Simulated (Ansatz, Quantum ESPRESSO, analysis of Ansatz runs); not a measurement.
# Li2SnF6 (P-31m), nudged elastic band: V_F hop (2.8 Å) (q = +1), part 3 of 5

Aim: the barrier of one jump in Li2SnF6 (P-31m) at charge +1: V_F hop (2.8 Å). The model is a cell of 72 host atoms with 1 F taken out; F is the atom that moves.

Ansatz 0.2.0; plane-wave PAW DFT, PBEsol; nudged elastic band between two relaxed defect structures at fixed charge in a uniform background.

So far: The structure; Relaxation of the start point, charge +1; Relaxation of the end point, charge +1.

## (4) Nudged elastic band, charge +1

5 movable images are laid between the ends on a pair-potential path, which keeps atoms from colliding in the first guess. Each image feels the true force across the path and a spring force along it. The highest image is set to climb to the top of the path.

This step: plane-wave PAW DFT, PBEsol; nudged elastic band between two relaxed defect structures at fixed charge in a uniform background.

qp1.neb/input.yaml

```yaml
crystal:
  lattice:
    - [9.92600377, 6.0e-08, 0.0]
    - [-4.96300194, 8.59617139, 0.0]
    - [0.0, 0.0, 9.12940559]
  atoms:
    - { symbol: Li, position: [0.33089612, 0.16310213, 0.24730512] }
    - { symbol: Li, position: [0.16346124, 0.33411828, 0.24808296] }
    - { symbol: Sn, position: [-0.00264112, -0.00194909, 0.00159305] }
    - { symbol: F, position: [0.16236424, 0.16397064, 0.12499106] }
    - { symbol: F, position: [0.34201318, 0.34268053, 0.38163708] }
    - { symbol: F, position: [0.33804157, 0.00247926, 0.12968334] }
    - { symbol: F, position: [0.16269747, 0.00180974, 0.37447074] }
    - { symbol: F, position: [0.00156521, 0.33782144, 0.12590175] }
    - { symbol: F, position: [0.00030526, 0.16282479, 0.37291678] }
    - { symbol: Li, position: [0.32856324, 0.16455374, 0.75069531] }
    - { symbol: Li, position: [0.14491618, 0.31552286, 0.76751968] }
    - { symbol: Sn, position: [-0.00179087, -0.00033057, 0.50034522] }
    - { symbol: F, position: [0.15948329, 0.16595747, 0.62802604] }
    - { symbol: F, position: [0.33482154, 0.34250599, 0.86399607] }
    - { symbol: F, position: [0.33597671, 0.00238241, 0.62640642] }
    - { symbol: F, position: [0.16016161, 0.00235841, 0.87217872] }
    - { symbol: F, position: [0.00378907, 0.33898935, 0.62866619] }
    - { symbol: F, position: [-0.01094729, 0.15815276, 0.87731305] }
    - { symbol: Li, position: [0.32942483, 0.66605942, 0.24813973] }
    - { symbol: Li, position: [0.1695956, 0.83464318, 0.25208189] }
    - { symbol: Sn, position: [0.00194897, 0.50009854, -0.00171441] }
    - { symbol: F, position: [0.16390615, 0.66241667, 0.12582637] }
    - { symbol: F, position: [0.33754161, 0.83725637, 0.37300915] }
    - { symbol: F, position: [0.33633683, 0.50010168, 0.12698063] }
    - { symbol: F, position: [0.16858894, 0.50002621, 0.38012487] }
    - { symbol: F, position: [0.00325208, 0.83721469, 0.12596701] }
    - { symbol: F, position: [0.00515173, 0.6640979, 0.37262856] }
    - { symbol: Li, position: [0.32944725, 0.68459195, 0.76757951] }
    - { symbol: Li, position: [0.16380529, 0.83690503, 0.74757473] }
    - { symbol: Sn, position: [0.0006736, 0.50004679, 0.50036964] }
    - { symbol: F, position: [0.16492538, 0.66112129, 0.62860753] }
    - { symbol: F, position: [0.33100328, 0.84210996, 0.87720554] }
    - { symbol: F, position: [0.16587119, 0.50004576, 0.87145832] }
    - { symbol: F, position: [-0.00258995, 0.83643926, 0.62744943] }
    - { symbol: F, position: [0.00138344, 0.66270858, 0.87140028] }
    - { symbol: Li, position: [0.8349757, 0.16544411, 0.25196897] }
    - { symbol: Li, position: [0.67288012, 0.32821143, 0.23791283] }
    - { symbol: Sn, position: [0.49935508, 0.00219796, 0.0015472] }
    - { symbol: F, position: [0.6661428, 0.16300936, 0.12590558] }
    - { symbol: F, position: [0.8410585, 0.33598936, 0.37266017] }
    - { symbol: F, position: [0.83568204, -0.00227162, 0.12966288] }
    - { symbol: F, position: [0.66094415, -0.00172946, 0.374447] }
    - { symbol: F, position: [0.49668062, 0.33851279, 0.12696429] }
    - { symbol: F, position: [0.50201631, 0.16736772, 0.37491904] }
    - { symbol: Li, position: [0.82688888, 0.1633072, 0.74772747] }
    - { symbol: Li, position: [0.66899016, 0.33279553, 0.75620462] }
    - { symbol: Sn, position: [0.49866354, 0.0004918, 0.50034257] }
    - { symbol: F, position: [0.66108787, 0.16381668, 0.62737381] }
    - { symbol: F, position: [0.83873463, 0.3375278, 0.87139356] }
    - { symbol: F, position: [0.83373308, -0.00215311, 0.62649934] }
    - { symbol: F, position: [0.65787195, -0.00214524, 0.87217134] }
    - { symbol: F, position: [0.49775382, 0.34345574, 0.62540842] }
    - { symbol: F, position: [0.49930721, 0.16604736, 0.87553436] }
    - { symbol: Li, position: [0.84468801, 0.67190396, 0.23785236] }
    - { symbol: Li, position: [0.6678436, 0.83703998, 0.24701956] }
    - { symbol: Sn, position: [0.49706412, 0.50006688, -0.0027892] }
    - { symbol: F, position: [0.6582793, 0.6617033, 0.12688139] }
    - { symbol: F, position: [0.8346965, 0.83273193, 0.37497467] }
    - { symbol: F, position: [0.83778917, 0.50011318, 0.12165473] }
    - { symbol: F, position: [0.68842099, 0.50007654, 0.35729083] }
    - { symbol: F, position: [0.49845467, 0.83629481, 0.12496541] }
    - { symbol: F, position: [0.49935299, 0.6573854, 0.3815561] }
    - { symbol: Li, position: [0.83642294, 0.66749695, 0.75641505] }
    - { symbol: Li, position: [0.66414511, 0.83564301, 0.75076327] }
    - { symbol: Sn, position: [0.53049326, 0.50007586, 0.47910772] }
    - { symbol: F, position: [0.65429233, 0.65669991, 0.62541595] }
    - { symbol: F, position: [0.83341849, 0.83421095, 0.87558986] }
    - { symbol: F, position: [0.83395235, 0.5001396, 0.62307605] }
    - { symbol: F, position: [0.66107063, 0.50012571, 0.87259367] }
    - { symbol: F, position: [0.49368053, 0.83429849, 0.62810325] }
    - { symbol: F, position: [0.49234254, 0.65762209, 0.8640068] }
total_charge: 1
basis:
  ecutwfc: 420
  xc_grid: 2
hamiltonian:
  xc: pbesol
kpoints:
  mp_grid: { grid: [1, 1, 1], shift: [0.25, 0.25, 0.25] }
scf:
  occupations: { method: fixed }
  max_iter: 120
output:
  forces: true
neb:
  images: 5
  f_tol: 0.04
  climbing: true
  initial_path: idpp
  max_iterations: 45
  order_check: false
  final_atoms:
    - { symbol: Li, position: [0.32919548, 0.15562102, 0.25965618] }
    - { symbol: Li, position: [0.16413876, 0.3326803, 0.25044544] }
[... 8 atom lines left out ...]
    - { symbol: Li, position: [0.16533535, 0.33618967, 0.74652681] }
[... 2 atom lines left out ...]
    - { symbol: F, position: [0.34462985, 0.34651365, 0.87230821] }
[... 13 atom lines left out ...]
    - { symbol: Li, position: [0.31697534, 0.67099014, 0.72920593] }
[... 4 atom lines left out ...]
    - { symbol: F, position: [0.16680483, 0.50666776, 0.86947228] }
[... 18 atom lines left out ...]
    - { symbol: F, position: [0.50111964, 0.33928354, 0.62494974] }
[... 3 atom lines left out ...]
    - { symbol: Sn, position: [0.50108701, 0.47020042, 0.01878606] }
[... 7 atom lines left out ...]
    - { symbol: Li, position: [0.68529797, 0.85509362, 0.72925904] }
    - { symbol: Sn, position: [0.50109994, 0.50315399, 0.50022902] }
    - { symbol: F, position: [0.65878872, 0.6655818, 0.63328597] }
[... 2 atom lines left out ...]
    - { symbol: F, position: [0.65746753, 0.50297652, 0.87221082] }
    - { symbol: F, position: [0.50114158, 0.83447743, 0.62577192] }
    - { symbol: F, position: [0.34347345, 0.50790848, 0.6333688] }
```

Run with:

```console
> ansatz run input.yaml --threads 16 --pin off --max-ram 26378MiB --backend cpu --events-out ev --progress --plain --runs-dir out
```

Log:

```text
Warning: neb: disabling space-group detection — the band's intermediate images generally break the endpoint symmetry, so the full k-mesh is solved, and no spatial operation symmetrises the density, except that a semilocal band can use its path's symmetry [...]
[...]
parallel-image band execution: 5 concurrent image workers
NEB image 0
Crystal: 71 atoms, lattice volume = 778.972 Å³
Basis set: ecut = 420 eV, 15259 PW (Γ), exchange–correlation on 144×144×128 points (8 copies of the dense FFT grid, shifted against one another)
Bands: 315, of which v1, the nominal top of the filled ones, is band 244 counted from 1 (243 counted from 0)
Symmetry: 1 space group operations
k-points: 1
[...]
SCF iter   1: F=—  HF=-88535.079437 eV  |F-HF|=—  |Δ(HF+E_count)|=         —  Δρ=9.93e-3  dr2=5.56e-1  ethr=1.77e-3  ⟨swp⟩=4.0  Hψ=1066  notcnv=0  defer=69
[...]
SCF iter   9: F=-88534.908231 eV  HF=-88534.908231 eV  |F-HF|=6.12e-8  |Δ(HF+E_count)|=   4.17e-7  Δρ=1.79e-6  dr2=2.87e-8  ethr=2.05e-11  ⟨swp⟩=5.0  Hψ=945  notcnv=0
SCF 1 converged in 9 iterations: F = -88534.908231 eV  dr2 = 2.87e-8
[...]
NSCF: frozen V_eff on 1 k-points
NEB image 6
SCF iter   1: F=—  HF=-88535.079579 eV  |F-HF|=—  |Δ(HF+E_count)|=         —  Δρ=9.93e-3  dr2=5.56e-1  ethr=1.77e-3  ⟨swp⟩=4.0  Hψ=1066  notcnv=0  defer=69
[...]
SCF iter   9: F=-88534.908574 eV  HF=-88534.908574 eV  |F-HF|=6.18e-8  |Δ(HF+E_count)|=   4.27e-7  Δρ=1.79e-6  dr2=2.86e-8  ethr=2.05e-11  ⟨swp⟩=5.0  Hψ=958  notcnv=0
SCF 2 converged in 9 iterations: F = -88534.908574 eV  dr2 = 2.86e-8
[...]
NEB end point (image 0): max|allowed force component| = 1.623e-2 eV/Å (the criterion of neb.relax_end_points is 1.000e-2)
NEB end point (image 6): max|allowed force component| = 3.760e-3 eV/Å (the criterion of neb.relax_end_points is 1.000e-2)
NEB image 1
SCF iter   1: F=—  HF=-88534.687738 eV  |F-HF|=—  |Δ(HF+E_count)|=         —  Δρ=9.90e-3  dr2=5.54e-1  ethr=1.77e-3  ⟨swp⟩=5.0  Hψ=1013  notcnv=0  defer=69
[...]
SCF iter   9: F=-88534.514032 eV  HF=-88534.514032 eV  |F-HF|=1.18e-7  |Δ(HF+E_count)|=   5.64e-7  Δρ=1.97e-6  dr2=4.29e-8  ethr=2.05e-11  ⟨swp⟩=5.0  Hψ=985  notcnv=0
SCF 3 converged in 9 iterations: F = -88534.514032 eV  dr2 = 4.29e-8
NEB image 2
SCF iter   1: F=—  HF=-88533.947695 eV  |F-HF|=—  |Δ(HF+E_count)|=         —  Δρ=1.00e-2  dr2=5.70e-1  ethr=1.77e-3  ⟨swp⟩=4.0  Hψ=1072  notcnv=0  defer=69
[...]
SCF iter   9: F=-88533.769578 eV  HF=-88533.769578 eV  |F-HF|=7.91e-8  |Δ(HF+E_count)|=   6.47e-7  Δρ=2.74e-6  dr2=5.28e-8  ethr=2.05e-11  ⟨swp⟩=5.0  Hψ=1085  notcnv=0
SCF 4 converged in 9 iterations: F = -88533.769578 eV  dr2 = 5.28e-8
NEB image 3
SCF iter   1: F=—  HF=-88533.518744 eV  |F-HF|=—  |Δ(HF+E_count)|=         —  Δρ=1.00e-2  dr2=5.66e-1  ethr=1.77e-3  ⟨swp⟩=4.0  Hψ=1068  notcnv=0  defer=69
[...]
SCF iter   9: F=-88533.342410 eV  HF=-88533.342410 eV  |F-HF|=4.03e-9  |Δ(HF+E_count)|=   4.50e-7  Δρ=4.16e-6  dr2=9.09e-8  ethr=2.05e-11  ⟨swp⟩=5.0  Hψ=1087  notcnv=0
SCF 5 converged in 9 iterations: F = -88533.342410 eV  dr2 = 9.09e-8
NEB image 4
SCF iter   1: F=—  HF=-88533.826008 eV  |F-HF|=—  |Δ(HF+E_count)|=         —  Δρ=1.00e-2  dr2=5.71e-1  ethr=1.77e-3  ⟨swp⟩=4.0  Hψ=1072  notcnv=0  defer=69
[...]
SCF iter   9: F=-88533.648585 eV  HF=-88533.648585 eV  |F-HF|=5.79e-8  |Δ(HF+E_count)|=   7.09e-7  Δρ=3.94e-6  dr2=9.09e-8  ethr=2.05e-11  ⟨swp⟩=5.0  Hψ=1122  notcnv=0
SCF 6 converged in 9 iterations: F = -88533.648585 eV  dr2 = 9.09e-8
NEB image 5
SCF iter   1: F=—  HF=-88534.564783 eV  |F-HF|=—  |Δ(HF+E_count)|=         —  Δρ=9.99e-3  dr2=5.66e-1  ethr=1.77e-3  ⟨swp⟩=4.0  Hψ=1072  notcnv=0  defer=69
[...]
SCF iter   9: F=-88534.389973 eV  HF=-88534.389973 eV  |F-HF|=1.16e-7  |Δ(HF+E_count)|=   7.81e-7  Δρ=2.15e-6  dr2=4.44e-8  ethr=2.05e-11  ⟨swp⟩=5.0  Hψ=1021  notcnv=0
SCF 7 converged in 9 iterations: F = -88534.389973 eV  dr2 = 4.44e-8
NEB iter   1: max|band force component| = 2.157e0 eV/Å  barrier→ = 1.5658 eV  barrier← = 1.5662 eV  Δτ_max = 0.1972 Å  (63 SCF iters)
NEB image 1
[...]
iter 1 solved again at ethr=5.49e-5 eV; its pass at ethr=3.10e-3 eV (dr2=2.68e-1 eV) is discarded
[...]
SCF iter   9: F=-88534.744334 eV  HF=-88534.744334 eV  |F-HF|=1.36e-8  |Δ(HF+E_count)|=   9.60e-8  Δρ=2.02e-6  dr2=2.63e-8  ethr=2.05e-11  ⟨swp⟩=4.0  Hψ=932  notcnv=0
SCF 8 converged in 9 iterations: F = -88534.744334 eV  dr2 = 2.63e-8
NEB image 2
[...]
SCF iter   9: F=-88534.288084 eV  HF=-88534.288084 eV  |F-HF|=2.77e-8  |Δ(HF+E_count)|=   3.49e-8  Δρ=3.25e-6  dr2=5.82e-8  ethr=2.05e-11  ⟨swp⟩=5.0  Hψ=1080  notcnv=0
SCF 9 converged in 9 iterations: F = -88534.288084 eV  dr2 = 5.82e-8
NEB image 3
[...]
SCF iter   9: F=-88533.877419 eV  HF=-88533.877419 eV  |F-HF|=5.71e-8  |Δ(HF+E_count)|=   8.57e-8  Δρ=3.06e-6  dr2=5.47e-8  ethr=2.05e-11  ⟨swp⟩=4.0  Hψ=1185  notcnv=0
SCF 10 converged in 9 iterations: F = -88533.877419 eV  dr2 = 5.47e-8
NEB image 4
[...]
SCF iter   9: F=-88534.204807 eV  HF=-88534.204807 eV  |F-HF|=5.36e-8  |Δ(HF+E_count)|=   7.87e-8  Δρ=2.95e-6  dr2=5.22e-8  ethr=2.05e-11  ⟨swp⟩=4.0  Hψ=1215  notcnv=0
SCF 11 converged in 9 iterations: F = -88534.204807 eV  dr2 = 5.22e-8
NEB image 5
[...]
SCF iter   9: F=-88534.726619 eV  HF=-88534.726619 eV  |F-HF|=1.91e-8  |Δ(HF+E_count)|=   4.07e-8  Δρ=2.08e-6  dr2=2.82e-8  ethr=2.05e-11  ⟨swp⟩=4.0  Hψ=932  notcnv=0
SCF 12 converged in 9 iterations: F = -88534.726619 eV  dr2 = 2.82e-8
NEB iter   2: max|band force component| = 8.107e-1 eV/Å  barrier→ = 1.0308 eV  barrier← = 1.0312 eV  Δτ_max = 0.1982 Å  (45 SCF iters)
NEB image 1
[...]
SCF iter   9: F=-88534.747706 eV  HF=-88534.747706 eV  |F-HF|=6.80e-9  |Δ(HF+E_count)|=   3.15e-8  Δρ=1.23e-6  dr2=1.02e-8  ethr=2.05e-11  ⟨swp⟩=4.0  Hψ=931  notcnv=0
SCF 13 converged in 9 iterations: F = -88534.747706 eV  dr2 = 1.02e-8
NEB image 2
[...]
SCF iter   9: F=-88534.332675 eV  HF=-88534.332675 eV  |F-HF|=3.73e-8  |Δ(HF+E_count)|=   2.30e-7  Δρ=3.03e-6  dr2=6.11e-8  ethr=2.05e-11  ⟨swp⟩=5.0  Hψ=1060  notcnv=0
SCF 14 converged in 9 iterations: F = -88534.332675 eV  dr2 = 6.11e-8
NEB image 3
[...]
SCF iter   9: F=-88533.994076 eV  HF=-88533.994076 eV  |F-HF|=2.72e-8  |Δ(HF+E_count)|=   2.15e-7  Δρ=4.12e-6  dr2=9.30e-8  ethr=2.05e-11  ⟨swp⟩=5.0  Hψ=957  notcnv=0
[...]
SCF 40 converged in 7 iterations: F = -88534.071258 eV  dr2 = 4.48e-8
NEB image 4
[...]
SCF iter   7: F=-88534.410759 eV  HF=-88534.410759 eV  |F-HF|=4.39e-8  |Δ(HF+E_count)|=   1.30e-7  Δρ=2.60e-6  dr2=3.99e-8  ethr=2.05e-11  ⟨swp⟩=3.0  Hψ=1184  notcnv=0
SCF 41 converged in 7 iterations: F = -88534.410759 eV  dr2 = 3.99e-8
NEB image 5
[...]
SCF iter   7: F=-88534.771495 eV  HF=-88534.771495 eV  |F-HF|=1.36e-8  |Δ(HF+E_count)|=   4.07e-8  Δρ=2.06e-6  dr2=2.10e-8  ethr=2.05e-11  ⟨swp⟩=4.0  Hψ=945  notcnv=0
SCF 42 converged in 7 iterations: F = -88534.771495 eV  dr2 = 2.10e-8
NEB image 1
[...]
NEB image 2
[...]
NEB image 4
[...]
NEB image 5
[...]
NEB image 3
[...]
the band table was solved once a step of the walk had ended and its energy, with any forces and stress, was formed, with the checks that follow a solve (1377 applications of the Hamiltonian). They found nothing against the state; [...]
NEB iter   8: max|band force component| = 3.904e-2 eV/Å  barrier→ = 0.8370 eV  barrier← = 0.8373 eV  CI = image 3  Δτ_max = 0.0000 Å  (35 SCF iters)
SCF converged after 7 iterations
Free energy (F): -88534.071258 eV
[...]
Internal energy: -88534.071258 eV  (E = F + TS)
E sigma→0 (E₀):  -88534.071258 eV
Fermi energy:    1.779247 eV
[...]
--- Forces (eV/Å), atoms counted from 1 ---
  atom   1  Li    -0.00329477     0.00354136     0.00041187
  atom   2  Li     0.00462391     0.00234082    -0.00280038
  [... 8 atoms left out ...]
  atom  11  Li     0.00063293     0.00827969    -0.00339252
  [... 2 atoms left out ...]
  atom  14  F      0.00619015    -0.00562823     0.00346100
  [... 13 atoms left out ...]
  atom  28  Li    -0.00456461    -0.00029518     0.00002931
  [... 4 atoms left out ...]
  atom  33  F     -0.00200781    -0.00381977     0.00540051
  [... 22 atoms left out ...]
  atom  56  Sn    -0.01107829    -0.02263083     0.02493613
  [... 7 atoms left out ...]
  atom  64  Li    -0.00819217     0.00507852     0.00235581
  atom  65  Sn     0.00554735    -0.02447483    -0.04175541
  atom  66  F      0.00005412     0.00509428     0.01003246
  [... 3 atoms left out ...]
  atom  70  F      0.00496370     0.00303977    -0.00254424
  atom  71  F      0.03465589    -0.00967734     0.00358653
  max |Σ_I F_I| component: 7.93e-5 eV/Å
--- Band table (eV) ---
[...]
this run last wrote the band of iteration 8 to <dir>
--- NEB band (7 images, 8 band iterations, 337 SCF iterations) ---
  forward barrier  = 0.836974 eV
  backward barrier = 0.837316 eV
  climbing image's point = of an order that was not read
  energies are F+E_penalty+E_count in eV, relative to image 0
  image     s (Å)  Δ vs image 0  max|band force component| (eV/Å)
      0    0.0000      0.000000                                 —
      1    0.5776      0.135847                          1.203e-2
      2    1.1552      0.494157                          3.056e-2
  *   3    1.7329      0.836974                          3.904e-2
      4    2.3145      0.497472                          1.938e-2
      5    2.8960      0.136737                          1.235e-2
      6    3.4776     -0.000343                                 —
  climbing-image geometry (image 3):
  cell:  # Å, volume = 778.9723 Å³
    - [9.92600377, 6.0e-8, 0.0]
    - [-4.96300194, 8.59617139, 0.0]
    - [0.0, 0.0, 9.12940559]
  atoms:
    - { symbol: Li, position: [0.332572, 0.160769, 0.246921] }
    - { symbol: Li, position: [0.163884, 0.334380, 0.251666] }
    - { symbol: Sn, position: [-0.002645, -0.002816, 0.000777] }
    - { symbol: F, position: [0.160320, 0.160786, 0.128444] }
    - { symbol: F, position: [0.339995, 0.359189, 0.403093] }
    - { symbol: F, position: [0.336554, -0.000659, 0.125116] }
    - { symbol: F, position: [0.167585, 0.004444, 0.371617] }
    - { symbol: F, position: [0.000250, 0.337895, 0.126821] }
    - { symbol: F, position: [0.003098, 0.166650, 0.371342] }
    - { symbol: Li, position: [0.327139, 0.156037, 0.745396] }
    - { symbol: Li, position: [0.151190, 0.319509, 0.765629] }
    - { symbol: Sn, position: [0.003380, 0.003249, 0.496832] }
    - { symbol: F, position: [0.162963, 0.166139, 0.627735] }
    - { symbol: F, position: [0.316752, 0.306034, 0.877928] }
    - { symbol: F, position: [0.337967, -0.000173, 0.625798] }
    - { symbol: F, position: [0.158350, -0.005682, 0.873619] }
    - { symbol: F, position: [0.007442, 0.341722, 0.626580] }
    - { symbol: F, position: [-0.007900, 0.159172, 0.876129] }
    - { symbol: Li, position: [0.331693, 0.669102, 0.248818] }
    - { symbol: Li, position: [0.167197, 0.833657, 0.248735] }
    - { symbol: Sn, position: [-0.000850, 0.499846, 1.082054e-5] }
    - { symbol: F, position: [0.162278, 0.662611, 0.126241] }
    - { symbol: F, position: [0.338058, 0.838504, 0.371321] }
    - { symbol: F, position: [0.333555, 0.499854, 0.106783] }
    - { symbol: F, position: [0.166779, 0.502993, 0.374628] }
    - { symbol: F, position: [-0.003630, 0.833106, 0.125987] }
    - { symbol: F, position: [0.001509, 0.664198, 0.372475] }
    - { symbol: Li, position: [0.325090, 0.675874, 0.748819] }
    - { symbol: Li, position: [0.166441, 0.834305, 0.748733] }
    - { symbol: Sn, position: [7.359877e-5, 0.500185, 0.498311] }
    - { symbol: F, position: [0.165670, 0.663339, 0.624033] }
    - { symbol: F, position: [0.337199, 0.835070, 0.873533] }
    - { symbol: F, position: [0.162392, 0.499980, 0.871846] }
    - { symbol: F, position: [0.006668, 0.842492, 0.623995] }
    - { symbol: F, position: [0.000990, 0.662769, 0.871698] }
    - { symbol: Li, position: [0.833939, 0.166849, 0.248805] }
    - { symbol: Li, position: [0.667650, 0.333197, 0.248656] }
    - { symbol: Sn, position: [0.500549, 0.000688, -0.000768] }
    - { symbol: F, position: [0.663429, 0.163324, 0.125254] }
    - { symbol: F, position: [0.837497, 0.337398, 0.372223] }
    - { symbol: F, position: [0.834077, -0.002364, 0.126245] }
    - { symbol: F, position: [0.662854, 0.000581, 0.370704] }
    - { symbol: F, position: [0.494508, 0.334197, 0.128477] }
    - { symbol: F, position: [0.500331, 0.166544, 0.373734] }
    - { symbol: Li, position: [0.832342, 0.168293, 0.748599] }
    - { symbol: Li, position: [0.670306, 0.330479, 0.748809] }
    - { symbol: Sn, position: [0.500870, 0.001632, 0.497485] }
    - { symbol: F, position: [0.664100, 0.163760, 0.625190] }
    - { symbol: F, position: [0.836975, 0.336553, 0.872389] }
    - { symbol: F, position: [0.841259, 0.008217, 0.621435] }
    - { symbol: F, position: [0.658706, -0.007047, 0.870856] }
    - { symbol: F, position: [0.503820, 0.342280, 0.632170] }
    - { symbol: F, position: [0.500252, 0.163269, 0.872262] }
    - { symbol: Li, position: [0.840233, 0.668178, 0.250802] }
    - { symbol: Li, position: [0.666417, 0.836910, 0.245814] }
    - { symbol: Sn, position: [0.486256, 0.479048, -0.015148] }
    - { symbol: F, position: [0.641744, 0.661103, 0.094391] }
    - { symbol: F, position: [0.840022, 0.840433, 0.368963] }
    - { symbol: F, position: [0.834319, 0.500469, 0.123801] }
    - { symbol: F, position: [0.666611, 0.506255, 0.368919] }
    - { symbol: F, position: [0.497686, 0.834013, 0.123064] }
    - { symbol: F, position: [0.500987, 0.667353, 0.390864] }
    - { symbol: Li, position: [0.844742, 0.673568, 0.752159] }
    - { symbol: Li, position: [0.680808, 0.848792, 0.732015] }
    - { symbol: Sn, position: [0.522065, 0.514827, 0.512689] }
    - { symbol: F, position: [0.695478, 0.684117, 0.619177] }
    - { symbol: F, position: [0.834658, 0.837602, 0.869832] }
    - { symbol: F, position: [0.837538, 0.500349, 0.625292] }
    - { symbol: F, position: [0.658679, 0.496889, 0.865464] }
    - { symbol: F, position: [0.500638, 0.838301, 0.625550] }
    - { symbol: F, position: [0.438080, 0.563655, 0.748969] }
```

Wall time 3.1 min (16 threads of Arm Neoverse V2, shared host); peak memory 6.5 GiB.

Images along the path:

| image | path (Å) | energy (eV) | F71: x, y, z (Å) |
| --- | --- | --- | --- |
| 0 | 0.000 | 0.0000 | 1.623, 5.653, 7.888 |
| 1 | 0.578 | 0.1358 | 1.620, 5.373, 7.603 |
| 2 | 1.155 | 0.4942 | 1.594, 5.062, 7.275 |
| 3 | 1.733 | 0.8370 | 1.551, 4.845, 6.838 |
| 4 | 2.314 | 0.4975 | 1.387, 4.698, 6.397 |
| 5 | 2.896 | 0.1367 | 1.129, 4.515, 6.069 |
| 6 | 3.478 | -0.0003 | 0.889, 4.366, 5.782 |

Read from the output:

| Quantity | Value |
| --- | --- |
| free energy | -88534.0713 eV |
| barrier forward | 0.8370 eV |
| barrier backward | 0.8373 eV |
| end less start | -3.43e-4 eV |
| hop length | 2.575 Å |

[end of part 3 of 5]

[Long decimals in the printed logs are rounded to 6 places.]

[Repeated set-up lines and some long k-point lines are left out of the logs, and relaxed atomic positions are cut to six decimals.]

[Logs are printed without paths, hosts, clocks, repeated set-up lines and the standing remarks that a program may print on its own settings, such as how far it seeks lower states.]

[Hosts, paths, dates, database ids (printed as entryN), source tags and the programs' standing remarks are cut or masked in the printed files.]
